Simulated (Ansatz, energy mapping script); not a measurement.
# VAs in the zinc-blende structure: J from the energies of magnetic orders

How strongly do the moments of VAs in the zinc-blende structure couple under PBE+U with a computed U? The plan is to run several orders and fit a Heisenberg model.

Method: PBE with U on V d by linear response, ortho-atomic projectors; plane waves, U on orthogonalised atomic orbitals unless named otherwise, collinear spin, no spin–orbit coupling, in Ansatz 0.2.0.

Most raw output is cut from this account.

### 1. Starting point

Symmetry: F-43m, No. 216, cubic system. Conventional cell: a = 5.851 Å, b = 5.851 Å, c = 5.851 Å, α = 90.00°, β = 90.00°, γ = 90.00°. Nearest to V lie 4 As at 2.53 Å. Nearest to As lie 4 V at 2.53 Å. zincblende prototype, lattice guessed from radii. Farther neighbours are not listed.

This cell was built for the study (zincblende prototype, lattice guessed from radii), not taken from an experiment; the compound need not form in this structure.

The cell was relaxed beforehand in Ansatz under PBE with U = 3.2 eV on V d, ortho-atomic projectors, from parallel moments.

With a computed U no number in the result is fitted to experiment, though U carries the errors of its own one-shot run.

### 2. U by linear response

A small shift of the shell's potential moves charge, once with all else frozen (χ₀) and once with the crystal screening it (χ); U is the difference of their inverses, taken as matrices. The response is summed over a mesh of wavevectors, so that a shifted site feels less of its own images.

input.yaml reads:

```yaml
crystal:
  lattice:
    - [0.0, -2.925715122, -2.925715122]
    - [-2.925715122, 0.0, -2.925715122]
    - [2.925715122, 2.925715122, -5.851430244]
  atoms:
    - { symbol: V, position: [0.5, 0.5, 0.5], spin: 1.5 }
    - { symbol: V, position: [0.0, 0.0, 0.0], spin: -1.5 }
    - { symbol: As, position: [0.125, 0.125, 0.625] }
    - { symbol: As, position: [0.625, 0.625, 0.125] }
magnetization:
  spin_polarized: true
kpoints:
  mp_grid: { grid: [8, 8, 8] }
hamiltonian:
  xc: pbe
  hubbard:
    sites: [{ species: V, l: d, u_eff: linear-response }]
    projectors: ortho-atomic
    lr: { qmesh: [2, 2, 2], qmesh_shift: [0.5, 0.5, 0.5] }
scf:
  occupations: { method: fermi_dirac, width: 0.1 }
output:
  eigenvalues: true
```

On the command line:

```bash
$ ansatz run input.yaml --threads 4 --pin off --max-ram 8192MiB --backend cpu --events-out ev --progress --plain --runs-dir out
```

It took 12 min on 4 threads of Arm Neoverse V2, shared host; peak memory 5.4 GiB.

Site by site:

```tsv
site	electrons	χ₀ (1/eV)	χ (1/eV)	U (eV)
V1	3.730	-2.416	-0.1946	4.73
V2	3.730	-2.416	-0.1946	4.73
```

For V1 the on-site elements alone give 1/χ₀ − 1/χ = 4.73 eV, the inverses of the full matrices 4.73 eV, and the program reports 4.73 eV. The state, moments and gap printed next belong to the closing SCF at this U.

The mean over each element's sites is typed into the runs below, where the first set of runs used U = 3.2 eV on V d, ortho-atomic projectors.

### 3. A run to fix the orbital filling

A corrected shell can settle in several orbital fillings. One parallel run, with an occupation width a fifth wider than the orders use, therefore is to supply the occupation matrices. All orders start from them.

input.yaml reads:

```yaml
crystal:
  lattice:
    - [0.0, 2.925715122, 2.925715122]
    - [2.925715122, 0.0, 2.925715122]
    - [2.925715122, 2.925715122, 0.0]
  atoms:
    - { symbol: V, position: [0.0, 0.0, 0.0], spin: 1.5 }
    - { symbol: As, position: [0.25, 0.25, 0.25] }
magnetization:
  spin_polarized: true
kpoints:
  mp_grid: { grid: [11, 11, 11] }
hamiltonian:
  xc: pbe
  hubbard:
    sites: [{ species: V, l: d, u_eff: 4.73 }]
    projectors: ortho-atomic
scf:
  occupations: { method: fermi_dirac, width: 0.12 }
output:
  eigenvalues: true
```

The job ended after 21 s (4 threads; peak memory 1.2 GiB).

Read from the output:

* final state: ferromagnetic
* electrons in the corrected shells: 3.462 e
* largest moment: 2.138 μB

### 4. Order 1: parallel, cell A of 4 atoms

Each cell gets its own parallel run on the same mesh, so that most of the mesh error cancels in the differences.

input.yaml reads:

```yaml
crystal:
  lattice:
    - [0.0, -2.925715122, -2.925715122]
    - [-2.925715122, 0.0, -2.925715122]
    - [2.925715122, 2.925715122, -5.851430244]
  atoms:
    - { symbol: V, position: [0.5, 0.5, 0.5], spin: 1.5 }
    - { symbol: V, position: [0.0, 0.0, 0.0], spin: 1.5 }
    - { symbol: As, position: [0.125, 0.125, 0.625] }
    - { symbol: As, position: [0.625, 0.625, 0.125] }
magnetization:
  spin_polarized: true
kpoints:
  mp_grid: { grid: [11, 11, 11] }
hamiltonian:
  xc: pbe
  hubbard:
    sites:
      - { species: V, l: d, u_eff: 4.73 }
      - { site: 0, l: d, u_eff: 4.73, starting_ns: [{ spin: up, occupation_matrix: v1_major }, { spin: down, occupation_matrix: v1_minor }] }
      - { site: 1, l: d, u_eff: 4.73, starting_ns: [{ spin: up, occupation_matrix: v1_major }, { spin: down, occupation_matrix: v1_minor }] }
    projectors: ortho-atomic
    occupation_matrices:
      v1_major:
        matrix:
          - [0.979, 0.0, 0.0, 0.0, 0.0]
          - [0.0, 0.347, 0.0, 0.0, 0.0]
          - [0.0, 0.0, 0.347, 0.0, 0.0]
          - [0.0, 0.0, 0.0, 0.979, 0.0]
          - [0.0, 0.0, 0.0, 0.0, 0.347]
      v1_minor:
        matrix:
          - [0.038, 0.0, 0.0, 0.0, 0.0]
          - [0.0, 0.128, 0.0, 0.0, 0.0]
          - [0.0, 0.0, 0.128, 0.0, 0.0]
          - [0.0, 0.0, 0.0, 0.038, 0.0]
          - [0.0, 0.0, 0.0, 0.0, 0.128]
scf:
  occupations: { method: fermi_dirac, width: 0.1 }
output:
  eigenvalues: true
```

The job ended after 38 s (4 threads; peak memory 1.1 GiB).

Spin moment in the sphere by atom:

```tsv
atom	spin moment in the sphere (μB)
V1	2.13
V2	2.13
As3	-0.23
As4	-0.23
```

The run ends ferromagnetic.

### 5. Run 2 (compensated +−; cell A, 4 atoms)

This order reverses 6 of the 12 neighbours at 4.14 Å and 6 of the 6 neighbours at 5.85 Å, counted for an average magnetic atom.

Edit input.yaml of step 4 so:

```diff
@@ -7,3 +7,3 @@
     - { symbol: V, position: [0.5, 0.5, 0.5], spin: 1.5 }
-    - { symbol: V, position: [0.0, 0.0, 0.0], spin: 1.5 }
+    - { symbol: V, position: [0.0, 0.0, 0.0], spin: -1.5 }
     - { symbol: As, position: [0.125, 0.125, 0.625] }
@@ -20,3 +20,3 @@
       - { site: 0, l: d, u_eff: 4.73, starting_ns: [{ spin: up, occupation_matrix: v1_major }, { spin: down, occupation_matrix: v1_minor }] }
-      - { site: 1, l: d, u_eff: 4.73, starting_ns: [{ spin: up, occupation_matrix: v1_major }, { spin: down, occupation_matrix: v1_minor }] }
+      - { site: 1, l: d, u_eff: 4.73, starting_ns: [{ spin: up, occupation_matrix: v1_minor }, { spin: down, occupation_matrix: v1_major }] }
     projectors: ortho-atomic
```

Elapsed: 34 s, on 4 threads; peak memory 0.98 GiB.

Spin moment in the sphere by atom:

```tsv
atom	spin moment in the sphere (μB)
V1	2.30
V2	-2.30
As3	-0.09
As4	0.09
```

The run ends antiferromagnetic, 10.41 meV a magnetic atom below the parallel order of its cell, a difference that unlike orbital or electronic states can set, not exchange alone (energies taken at zero occupation width, not the printed F).

### 6. Run 3 (parallel; cell B, 4 atoms)

A new cell needs its own zero of energy.

This run holds the same structure in another cell (c 7.167 → 5.851 Å, α 73.2 → 90.0°, β 73.2 → 90.0°, γ 60.0 → 90.0°).

input.yaml reads:

```yaml
crystal:
  lattice:
    - [0.0, -2.925715122, -2.925715122]
    - [0.0, 2.925715122, -2.925715122]
    - [5.851430244, 0.0, 0.0]
  atoms:
    - { symbol: V, position: [0.5, 0.5, 0.5], spin: 1.5 }
    - { symbol: V, position: [0.0, 0.0, 0.0], spin: 1.5 }
    - { symbol: As, position: [0.0, 0.5, 0.75] }
    - { symbol: As, position: [0.5, 0.0, 0.25] }
magnetization:
  spin_polarized: true
kpoints:
  mp_grid: { grid: [9, 9, 7] }
hamiltonian:
  xc: pbe
  hubbard:
    sites:
      - { species: V, l: d, u_eff: 4.73 }
      - { site: 0, l: d, u_eff: 4.73, starting_ns: [{ spin: up, occupation_matrix: v1_major }, { spin: down, occupation_matrix: v1_minor }] }
      - { site: 1, l: d, u_eff: 4.73, starting_ns: [{ spin: up, occupation_matrix: v1_major }, { spin: down, occupation_matrix: v1_minor }] }
    projectors: ortho-atomic
    occupation_matrices:
      v1_major:
        matrix:
          - [0.979, 0.0, 0.0, 0.0, 0.0]
          - [0.0, 0.347, 0.0, 0.0, 0.0]
          - [0.0, 0.0, 0.347, 0.0, 0.0]
          - [0.0, 0.0, 0.0, 0.979, 0.0]
          - [0.0, 0.0, 0.0, 0.0, 0.347]
      v1_minor:
        matrix:
          - [0.038, 0.0, 0.0, 0.0, 0.0]
          - [0.0, 0.128, 0.0, 0.0, 0.0]
          - [0.0, 0.0, 0.128, 0.0, 0.0]
          - [0.0, 0.0, 0.0, 0.038, 0.0]
          - [0.0, 0.0, 0.0, 0.0, 0.128]
scf:
  occupations: { method: fermi_dirac, width: 0.1 }
output:
  eigenvalues: true
```

Elapsed: 18 s, on 4 threads; peak memory 0.64 GiB.

The run ends ferromagnetic. For each magnetic atom its energy differs from the parallel run of the first cell by -0.01 meV, an error that one common reference would have brought in.

### 7. Order 4: compensated +−, cell B of 4 atoms

This order reverses 8 of the 12 neighbours at 4.14 Å and 0 of the 6 neighbours at 5.85 Å, counted for an average magnetic atom.

Edit input.yaml of step 6 so:

```diff
@@ -7,3 +7,3 @@
     - { symbol: V, position: [0.5, 0.5, 0.5], spin: 1.5 }
-    - { symbol: V, position: [0.0, 0.0, 0.0], spin: 1.5 }
+    - { symbol: V, position: [0.0, 0.0, 0.0], spin: -1.5 }
     - { symbol: As, position: [0.0, 0.5, 0.75] }
@@ -20,3 +20,3 @@
       - { site: 0, l: d, u_eff: 4.73, starting_ns: [{ spin: up, occupation_matrix: v1_major }, { spin: down, occupation_matrix: v1_minor }] }
-      - { site: 1, l: d, u_eff: 4.73, starting_ns: [{ spin: up, occupation_matrix: v1_major }, { spin: down, occupation_matrix: v1_minor }] }
+      - { site: 1, l: d, u_eff: 4.73, starting_ns: [{ spin: up, occupation_matrix: v1_minor }, { spin: down, occupation_matrix: v1_major }] }
     projectors: ortho-atomic
```

Wall time 13 s (4 threads); peak memory 0.6 GiB; 50 s of CPU time.

The run ends antiferromagnetic, 23.67 meV a magnetic atom above the parallel order of its cell, a difference that unlike orbital or electronic states can set, not exchange alone (energies taken at zero occupation width, not the printed F).

### 8. Run 5 (parallel; cell C, 6 atoms)

input.yaml reads:

```yaml
crystal:
  lattice:
    - [0.0, 2.925715122, 2.925715122]
    - [-2.925715122, 0.0, -2.925715122]
    - [-5.851430244, -5.851430244, 5.851430244]
  atoms:
    - { symbol: V, position: [0.0, 0.0, 0.0], spin: 1.5 }
    - { symbol: V, position: [0.333333333, 0.666666667, 0.666666667], spin: 1.5 }
    - { symbol: V, position: [0.666666667, 0.333333333, 0.333333333], spin: 1.5 }
    - { symbol: As, position: [0.333333333, 0.666666667, 0.916666667] }
    - { symbol: As, position: [0.666666667, 0.333333333, 0.583333333] }
    - { symbol: As, position: [0.0, 0.0, 0.25] }
magnetization:
  spin_polarized: true
kpoints:
  mp_grid: { grid: [11, 11, 4] }
hamiltonian:
  xc: pbe
  hubbard:
    sites:
      - { species: V, l: d, u_eff: 4.73 }
      - { site: 0, l: d, u_eff: 4.73, starting_ns: [{ spin: up, occupation_matrix: v1_major }, { spin: down, occupation_matrix: v1_minor }] }
      - { site: 1, l: d, u_eff: 4.73, starting_ns: [{ spin: up, occupation_matrix: v1_major }, { spin: down, occupation_matrix: v1_minor }] }
      - { site: 2, l: d, u_eff: 4.73, starting_ns: [{ spin: up, occupation_matrix: v1_major }, { spin: down, occupation_matrix: v1_minor }] }
    projectors: ortho-atomic
    occupation_matrices:
      v1_major:
        matrix:
          - [0.979, 0.0, 0.0, 0.0, 0.0]
          - [0.0, 0.347, 0.0, 0.0, 0.0]
          - [0.0, 0.0, 0.347, 0.0, 0.0]
          - [0.0, 0.0, 0.0, 0.979, 0.0]
          - [0.0, 0.0, 0.0, 0.0, 0.347]
      v1_minor:
        matrix:
          - [0.038, 0.0, 0.0, 0.0, 0.0]
          - [0.0, 0.128, 0.0, 0.0, 0.0]
          - [0.0, 0.0, 0.128, 0.0, 0.0]
          - [0.0, 0.0, 0.0, 0.038, 0.0]
          - [0.0, 0.0, 0.0, 0.0, 0.128]
scf:
  occupations: { method: fermi_dirac, width: 0.1 }
output:
  eigenvalues: true
```

Wall time 44 s (4 threads); peak memory 1 GiB; 2.8 min of CPU time.

The run ends ferromagnetic. For each magnetic atom its energy differs from the parallel run of the first cell by 0.00 meV, an error that one common reference would have brought in.

### 9. Run 6 (uncompensated ++−; cell C, 6 atoms)

This order reverses 4 of the 12 neighbours at 4.14 Å and 4 of the 6 neighbours at 5.85 Å, counted for an average magnetic atom.

Edit input.yaml of step 8 so:

```diff
@@ -8,3 +8,3 @@
     - { symbol: V, position: [0.333333333, 0.666666667, 0.666666667], spin: 1.5 }
-    - { symbol: V, position: [0.666666667, 0.333333333, 0.333333333], spin: 1.5 }
+    - { symbol: V, position: [0.666666667, 0.333333333, 0.333333333], spin: -1.5 }
     - { symbol: As, position: [0.333333333, 0.666666667, 0.916666667] }
@@ -23,3 +23,3 @@
       - { site: 1, l: d, u_eff: 4.73, starting_ns: [{ spin: up, occupation_matrix: v1_major }, { spin: down, occupation_matrix: v1_minor }] }
-      - { site: 2, l: d, u_eff: 4.73, starting_ns: [{ spin: up, occupation_matrix: v1_major }, { spin: down, occupation_matrix: v1_minor }] }
+      - { site: 2, l: d, u_eff: 4.73, starting_ns: [{ spin: up, occupation_matrix: v1_minor }, { spin: down, occupation_matrix: v1_major }] }
     projectors: ortho-atomic
```

Elapsed: 72 s, on 4 threads; peak memory 1.1 GiB; 4.7 min of CPU time.

The run ends ferrimagnetic, 19.19 meV a magnetic atom below the parallel order of its cell, a difference that unlike orbital or electronic states can set, not exchange alone (energies taken at zero occupation width, not the printed F).

### 10. Parallel start in cell D (6 atoms)

This run holds the same structure in another cell (c 10.135 → 9.252 Å, α 90.0 → 102.9°, β 90.0 → 102.9°, γ 120.0 → 90.0°).

input.yaml reads:

```yaml
crystal:
  lattice:
    - [0.0, 2.925715122, 2.925715122]
    - [0.0, 2.925715122, -2.925715122]
    - [-8.777145366, -2.925715122, 0.0]
  atoms:
    - { symbol: V, position: [0.0, 0.0, 0.0], spin: 1.5 }
    - { symbol: V, position: [0.333333333, 0.333333333, 0.666666667], spin: 1.5 }
    - { symbol: V, position: [0.666666667, 0.666666667, 0.333333333], spin: 1.5 }
    - { symbol: As, position: [0.416666667, 0.916666667, 0.833333333] }
    - { symbol: As, position: [0.75, 0.25, 0.5] }
    - { symbol: As, position: [0.083333333, 0.583333333, 0.166666667] }
magnetization:
  spin_polarized: true
kpoints:
  mp_grid: { grid: [10, 10, 10] }
hamiltonian:
  xc: pbe
  hubbard:
    sites:
      - { species: V, l: d, u_eff: 4.73 }
      - { site: 0, l: d, u_eff: 4.73, starting_ns: [{ spin: up, occupation_matrix: v1_major }, { spin: down, occupation_matrix: v1_minor }] }
      - { site: 1, l: d, u_eff: 4.73, starting_ns: [{ spin: up, occupation_matrix: v1_major }, { spin: down, occupation_matrix: v1_minor }] }
      - { site: 2, l: d, u_eff: 4.73, starting_ns: [{ spin: up, occupation_matrix: v1_major }, { spin: down, occupation_matrix: v1_minor }] }
    projectors: ortho-atomic
    occupation_matrices:
      v1_major:
        matrix:
          - [0.979, 0.0, 0.0, 0.0, 0.0]
          - [0.0, 0.347, 0.0, 0.0, 0.0]
          - [0.0, 0.0, 0.347, 0.0, 0.0]
          - [0.0, 0.0, 0.0, 0.979, 0.0]
          - [0.0, 0.0, 0.0, 0.0, 0.347]
      v1_minor:
        matrix:
          - [0.038, 0.0, 0.0, 0.0, 0.0]
          - [0.0, 0.128, 0.0, 0.0, 0.0]
          - [0.0, 0.0, 0.128, 0.0, 0.0]
          - [0.0, 0.0, 0.0, 0.038, 0.0]
          - [0.0, 0.0, 0.0, 0.0, 0.128]
scf:
  occupations: { method: fermi_dirac, width: 0.1 }
output:
  eigenvalues: true
```

It took 86 s on 4 threads; peak memory 1.5 GiB.

The run ends ferromagnetic. For each magnetic atom its energy differs from the parallel run of the first cell by -0.01 meV, an error that one common reference would have brought in.

(Part 1 of 2 ends here.)

[Logs and program files are shortened in this print: banners, set-up blocks, solver, clock and traceback lines can be left out without a mark of their own.]

[Logs are printed without paths, hosts, clocks, repeated set-up lines and the standing remarks that a program may print on its own settings, such as how far it seeks lower states.]

[Hosts, paths, dates, database ids (printed as entryN), source tags and the programs' standing remarks are cut or masked in the printed files.]

[Where a cell is said to come from a database of computed structures, the database is the Materials Project.]
